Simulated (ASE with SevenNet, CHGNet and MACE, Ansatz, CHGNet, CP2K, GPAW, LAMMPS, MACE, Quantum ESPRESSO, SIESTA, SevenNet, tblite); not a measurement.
# Machine-learned potentials on amorphous 59Ga2O3-41P2O5 (mol %) (64 atoms): settings against a plane-wave reference

How do the settings of machine-learned potentials change the result for amorphous 59Ga2O3-41P2O5 (mol %) (64 atoms)? A plane-wave run serves as the yardstick.

Main program and level: ASE with SevenNet, CHGNet and MACE; the method is named at each step.

## 1. The structure

The cell holds 64 atoms: 13 Ga, 9 P and 42 O. Cell: a = 9.037 Å, b = 9.037 Å, c = 9.037 Å, α = 90.0°, β = 90.0°, γ = 90.0°. 64 atoms (13 Fe, 9 P, 42 O) placed at random at 3.33 g/cm³, melted at 5000 K for 10 ps at fixed volume with the Morse and Coulomb pair potential with partial charges (Pedone, Malavasi, Menziani, Cormack and Segre, J. Phys. Chem. B 110, 11780 (2006)). Quenched from 5000 K to 300 K at 100 K/ps and fixed volume, held 10 ps at zero pressure, then minimised at fixed cell. Then Fe was replaced by Ga and the cell scaled by 1.005 (the potential has no terms for the new elements, so the cell is a start for a DFT relaxation).

The yardstick, on the same geometry:

- method: Kohn-Sham DFT, PBE, PAW, plane waves (Ansatz 0.2.0); cutoff 420 eV, Γ point, fermi-dirac smearing of 0.05 eV; PAW set soft_2
- r.m.s. force component: 1.009 eV/Å
- longest force: 3.385 eV/Å
- pressure: -0.8518 GPa
- gap (highest filled to lowest empty level): 1.385 eV
- SCF cycles: 10
- time: 4.5 s on 8 threads of Arm Neoverse V2, shared host
- CPU time: 30 s

## 2. SevenNet l3i5 potential

Method: machine-learned interatomic potential SevenNet l3i5, trained on PBE(+U) plane-wave data.

run.py

```python
import numpy as np
from ase.io import read
import mlip  # loads the published weights by name

atoms = read("structure.xyz")
atoms.calc = mlip.calc("7net-l3i5")
energy = atoms.get_potential_energy()
forces = atoms.get_forces()
print(f"energy {energy:.6f} eV")
print("forces (eV/A)")
for i, (a, f) in enumerate(zip(atoms, forces)):
    print(f"{i:4d} {a.symbol:2s} {f[0]:10.5f} {f[1]:10.5f} {f[2]:10.5f}")
stress = -atoms.get_stress(voigt=False) * 160.21766
print("stress (GPa, compression positive)")
for row in stress:
    print(" ".join(f"{x:10.4f}" for x in row))
```

structure.xyz

```xyz
64
Lattice="9.03743 0.00000 0.00000 0.00000 9.03743 0.00000 0.00000 0.00000 9.03743" Properties=species:S:1:pos:R:3 pbc="T T T"
Ga 1.44554 6.65209 6.27758
Ga 2.95723 0.27673 2.17621
Ga 0.61590 1.54540 4.64940
Ga 5.10832 6.04767 5.34916
Ga 5.02987 1.89578 7.52140
Ga 0.38418 4.19481 8.62695
Ga 4.42906 7.38250 8.08407
Ga 8.28497 8.81402 2.33979
Ga 1.66433 3.87679 3.08294
Ga 2.16971 0.79349 7.70956
Ga 4.84424 2.63965 3.91420
Ga 3.86043 8.92898 5.14935
Ga 6.10515 4.69820 8.73549
P 7.65154 3.14864 2.11376
P 5.46295 7.03871 2.14314
P 7.59126 8.31923 5.57754
P 1.61878 7.04721 0.11758
P 1.62240 6.76560 3.32677
P 3.30589 3.06062 0.90410
P 7.92944 0.71161 8.34860
P 2.71096 3.74791 6.11500
P 7.39443 3.93300 6.07116
O 1.88783 3.54999 0.60307
O 6.31283 3.21389 2.82628
O 7.65217 3.76174 0.69145
O 2.06876 5.76651 2.27409
O 4.49712 3.56102 0.10800
O 3.47778 3.32180 2.41390
O 4.82662 6.43555 3.39265
O 8.17228 0.22006 4.51474
O 7.97119 1.66334 2.00242
O 4.07272 0.12490 7.58340
O 6.29177 3.43386 7.03546
O 1.46768 7.89700 7.84169
O 2.96925 6.40284 8.82044
O 7.68308 0.08884 6.92846
O 5.90171 5.93669 1.17613
O 8.84394 3.81389 2.80260
O 5.62553 6.07930 7.46817
O 6.56922 1.33700 8.61104
O 1.79086 8.15429 1.13483
O 8.34715 4.53561 7.09547
O 3.97050 4.25699 5.42869
O 0.14550 1.60197 8.15962
O 3.51538 7.10993 6.05670
O 2.53762 7.92339 3.67335
O 1.45765 1.45774 2.93057
O 6.62426 7.90802 2.56555
O 1.87563 0.54577 5.76895
O 6.13027 7.92131 5.42951
O 4.53851 7.92357 1.28368
O 8.22768 8.65894 0.31007
O 8.15773 2.78967 5.41143
O 4.96191 1.64707 5.60158
O 2.97765 2.62989 7.13342
O 6.72349 4.88690 5.11799
[... 4 atom lines left out ...]
O 4.24958 0.87274 3.38470
O 8.62704 7.22262 5.80745
O 1.93808 4.77583 6.91553
O 3.20648 1.55417 0.63370
```

Command:

```
$ OMP_NUM_THREADS=1 python run.py > output.txt
```

What it wrote:

```text
energy -413.249756 eV
forces (eV/A)
   0 Ga    0.19830    0.43277   -0.85098
   1 Ga   -0.39173   -0.26735    0.72154
   2 Ga    0.82789   -0.68249    0.33845
   3 Ga    0.40057    0.25917    0.18330
   4 Ga    0.97830   -0.52721   -1.21459
   5 Ga    0.02806    0.19197   -0.27880
   6 Ga   -0.58572   -0.69879    0.60883
   7 Ga   -0.91705   -0.25337   -0.59310
   8 Ga   -0.26560    0.26984   -0.40493
   9 Ga   -0.76156   -0.35673   -1.60363
  10 Ga    0.34269   -1.67943    0.26140
  11 Ga   -0.81169    1.14690    0.00209
  12 Ga   -0.59943    1.12609    0.08188
  13 P     0.97291   -2.74434    1.79257
  14 P     0.90862   -0.03906   -0.59413
  15 P     1.63260   -1.05880    1.62683
  16 P     2.56510    0.19842   -0.12052
  17 P    -0.41209    0.27660   -0.44384
  18 P    -0.66302   -0.20840   -0.40892
  19 P    -0.06838   -0.57683   -0.02448
  20 P    -0.06661   -0.30499    0.15138
  21 P     1.02337   -1.99939   -0.36286
  22 O    -1.14877    1.12977   -0.33212
  23 O    -1.36506    0.99389    0.46052
[...]
56 O    -2.00049    0.77053   -0.50356
  57 O    -0.58987   -0.47565    2.35371
  58 O    -1.20283   -0.92925    0.16949
  59 O    -1.05341   -0.21950   -1.67209
  60 O     0.10897   -0.21307    0.74656
  61 O     0.26138   -1.17351    0.10834
  62 O    -1.11090    1.53547    0.85768
  63 O     0.04799   -1.77451   -0.36011
stress (GPa, compression positive)
   -3.5602     0.4987     1.0230
    0.4987    -0.7221     1.1706
    1.0230     1.1706     0.2720
```

Elapsed: 9.4 s, on 1 thread of Arm Neoverse V2, shared host; peak memory 1.4 GiB.

Banners, paths, timers and routine set-up lines are dropped from the logs unmarked, and long logs keep their key lines alone; longer cuts are marked.

Compared with the plane-wave run:

```
r.m.s. force component                  : 0.9647 eV/Å
r.m.s. difference of force components   : 76.93 meV/Å
longest difference of force vectors     : 272 meV/Å
force difference over r.m.s. force      : 7.625 %
slope of forces against the reference's : 0.9543
correlation of force components         : 0.998
pressure                                : -1.337 GPa
pressure difference                     : -0.485 GPa
```

Length of the force difference by element (eV/Å):

```
element  atoms   mean  most
     Ga     13  0.099  0.13
      O     42   0.13  0.27
      P      9   0.13  0.21
```

A closer look about P16, one of the 9 P atoms: 9 atoms, nearest first, numbered in the order of the input, with positions taken from that point.

```
atom      x      y      z  distance (Å)  bonds     Fx     Fy  Fz (eV/Å)
 P16   0.00   0.00   0.00          0.00      4   1.63  -1.06       1.63
 O50  -1.46  -0.40  -0.15          1.52      3  -0.26  -0.41      -0.36
 O62   1.04  -1.10   0.23          1.53      2   0.26  -1.17       0.11
 O30   0.58   0.94  -1.06          1.53      3  -0.18   1.26      -1.47
 O36   0.09   0.81   1.35          1.58      2  -0.30   0.15      -0.45
 P20   0.34   1.43   2.77          3.14      4  -0.07  -0.58      -0.02
 O48  -0.97  -0.41  -3.01          3.19      2   1.72   0.95       0.61
 Ga3   2.06   2.26  -0.93          3.20      5   0.83  -0.68       0.34
 O57   1.71  -0.99  -2.57          3.24      2  -2.00   0.77      -0.50
```

Atoms are counted from 1 here, from 0 in the log.

Forces lie 7.6 % from the reference's, at 0.31 times its CPU time (on 1 against 8 cores).

## 3. CHGNet 0.3.0 potential

Method: machine-learned interatomic potential CHGNet 0.3.0, trained on PBE(+U) plane-wave data.

Edit run.py of step 2 so:

```diff
@@ -5,3 +5,3 @@
 atoms = read("structure.xyz")
-atoms.calc = mlip.calc("7net-l3i5")
+atoms.calc = mlip.calc("chgnet-0.3.0")
 energy = atoms.get_potential_energy()
```

structure.xyz is that of step 2.

What it wrote:

```text
CHGNet v0.3.0 initialized with 412,525 parameters
CHGNet will run on cpu
energy -444.272888 eV
forces (eV/A)
   0 Ga    0.34555    0.35640   -0.68140
   1 Ga   -0.48571   -0.19374    0.47929
   2 Ga    0.69185   -0.53023    0.39687
   3 Ga    0.33815    0.11070    0.08772
   4 Ga    0.94671   -0.35892   -1.10546
   5 Ga   -0.06437    0.26028   -0.35373
   6 Ga   -0.59998   -0.52565    0.49855
   7 Ga   -0.60751    0.05785   -0.49060
   8 Ga   -0.16144    0.07731   -0.19864
   9 Ga   -0.57929   -0.23812   -1.38124
  10 Ga    0.21753   -1.23615    0.22812
  11 Ga   -0.87642    0.94468    0.08368
  12 Ga   -0.52758    0.82792    0.07077
  13 P     0.95309   -2.70872    1.58205
  14 P     0.29013   -0.04922   -0.38169
  15 P     1.61938   -1.05788    1.84381
  16 P     2.47118    0.21227   -0.04004
  17 P    -0.31170    0.27178   -0.71562
  18 P    -0.82195   -0.46787   -0.65813
  19 P     0.08640   -0.36346   -0.16505
  20 P     0.10200   -0.59832    0.40501
  21 P     1.01719   -1.87215   -0.26394
  22 O    -0.92199    1.14563   -0.32877
  23 O    -1.11427    1.04141    0.43599
[...]
56 O    -1.94160    0.69458   -0.53013
  57 O    -0.55631   -0.60013    2.26611
  58 O    -1.17814   -0.91863    0.24045
  59 O    -1.17731   -0.24302   -1.76755
  60 O     0.10174   -0.23466    0.67564
  61 O     0.14320   -1.02733    0.11705
  62 O    -1.05852    1.55558    0.77183
  63 O    -0.01819   -1.77792   -0.09548
stress (GPa, compression positive)
   -3.3167     0.3720     0.7166
    0.3720    -0.9776     0.8909
    0.7166     0.8909     0.0491
```

Wall time 3.6 s (1 thread); peak memory 1.1 GiB.

Numbers from this run, and their distance from the reference:

- r.m.s. force component: 0.929 eV/Å
- r.m.s. difference of force components: 168.6 meV/Å
- longest difference of force vectors: 598.6 meV/Å
- force difference over r.m.s. force: 16.71 %
- slope of forces against the reference's: 0.91
- correlation of force components: 0.9882
- pressure: -1.415 GPa
- pressure difference: -0.5633 GPa

Against the first run (7.6 %), the force difference from the reference is 17 %, at 0.39 times the CPU time.

## 4. MACE MPA-0 medium potential

Method: machine-learned interatomic potential MACE MPA-0 medium, trained on PBE(+U) plane-wave data.

Edit run.py of step 3 so:

```diff
@@ -5,3 +5,3 @@
 atoms = read("structure.xyz")
-atoms.calc = mlip.calc("chgnet-0.3.0")
+atoms.calc = mlip.calc("mace-mpa-0-medium")
 energy = atoms.get_potential_energy()
```

structure.xyz is that of step 3.

What it wrote:

```text
energy -413.006500 eV
forces (eV/A)
   0 Ga    0.27404    0.43910   -0.94015
   1 Ga   -0.43638   -0.31278    0.71417
   2 Ga    0.60627   -0.75316    0.34913
   3 Ga    0.44262    0.34047    0.13504
   4 Ga    1.04907   -0.52064   -1.27363
   5 Ga   -0.01932    0.25296   -0.35462
   6 Ga   -0.57597   -0.70778    0.63486
   7 Ga   -0.74589   -0.37746   -0.54168
   8 Ga   -0.15382    0.35382   -0.48921
   9 Ga   -0.81860   -0.37974   -1.36672
  10 Ga    0.38242   -1.65106    0.35632
  11 Ga   -0.71419    0.97456   -0.06557
  12 Ga   -0.55622    1.09968    0.05798
  13 P     1.02232   -2.56716    1.94868
  14 P     0.99810   -0.25109   -0.41559
  15 P     1.52975   -0.91549    1.59453
  16 P     2.42546    0.38118   -0.15351
  17 P    -0.51157    0.27035   -0.36028
  18 P    -0.78948   -0.24783   -0.46220
  19 P    -0.11385   -0.63801    0.02245
  20 P    -0.01335   -0.29270    0.15889
  21 P     0.92276   -1.77738   -0.35343
  22 O    -1.14468    1.15347   -0.27512
  23 O    -1.25218    1.01443    0.27586
[...]
56 O    -2.00242    0.74413   -0.45963
  57 O    -0.59349   -0.52497    2.30892
  58 O    -1.20565   -1.06254    0.10325
  59 O    -1.12134   -0.19780   -1.69692
  60 O    -0.02195   -0.12910    0.59799
  61 O     0.19075   -1.20420    0.11253
  62 O    -1.19516    1.52710    0.87336
  63 O    -0.00612   -1.71374   -0.33858
stress (GPa, compression positive)
   -3.3661     0.5105     1.0997
    0.5105    -0.5634     1.1652
    1.0997     1.1652     0.7375
```

Elapsed: 7.2 s, on 1 thread; peak memory 0.99 GiB.

Compared with the plane-wave run:

```
r.m.s. force component                  : 0.9419 eV/Å
r.m.s. difference of force components   : 107.6 meV/Å
longest difference of force vectors     : 425.7 meV/Å
force difference over r.m.s. force      : 10.67 %
slope of forces against the reference's : 0.9302
correlation of force components         : 0.9963
pressure                                : -1.064 GPa
pressure difference                     : -0.2122 GPa
```

Against the first run (7.6 %), the force difference from the reference is 11 %, at 0.77 times the CPU time.

## 5. Side by side

Differences are against the plane-wave reference, forces as r.m.s. over components; share is that over the reference's r.m.s. force, slope the least-squares factor from reference forces to these. Total energies of different programs have different zeros and aren't compared.

```
                        run  Δ force, r.m.s. (meV/Å)  share (%)  slope  Δ pressure (GPa)  cores  CPU time  memory (GiB)
                  reference                        -          -      -                 -      8      30 s           1.0
    SevenNet l3i5 potential                     76.9       7.63  0.954            -0.485      1     9.4 s           1.4
     CHGNet 0.3.0 potential                      169       16.7  0.910            -0.563      1     3.6 s           1.1
MACE MPA-0 medium potential                      108       10.7  0.930            -0.212      1     7.2 s          0.99
```

Times of the machine-learned potentials are mostly Python's start and the loading of weights.

CPU time is summed over cores on a shared host, where runs went side by side, so it is rough. Symmetry, cutoffs, thresholds, outputs and thread counts weren't matched or tuned between programs; memory under MPI is the largest rank's times the ranks.

## 6. What came out

```yaml
nearest_in_forces: SevenNet l3i5 potential, 7.6 %
its_cpu_time: 9.4 s
```

**Reading.** Machine-learned potentials differ by 7.6 % (SevenNet l3i5 potential) to 17 % (CHGNet 0.3.0 potential); they were trained on other programs' data. Machine-learned potentials mimic data converged in k, so the reference's own k-point error enters their differences. The quench rate of 100 K/ps is many orders above laboratory rates, so the cell is likely richer in defects and strain than a real sample. The network of bonds at the start is that of the classical potential that made the cell, and needn't be the one that DFT or experiment would give. The reference's stress is far from hydrostatic: its diagonal is -3.0, -0.5, 0.9 GPa, compression counted positive. The electronic-structure runs sample only Γ, in a cell whose shortest periodic width is 9 Å.

[Also dropped from logs without a mark: logging warnings of Python, and SIESTA's first energy breakdown and zero terms.]

[Logs are printed without paths, hosts, clocks, repeated set-up lines and the standing remarks that a program may print on its own settings, such as how far it seeks lower states.]

[Hosts, paths, dates, database ids (printed as entryN), source tags and the programs' standing remarks are cut or masked in the printed files.]
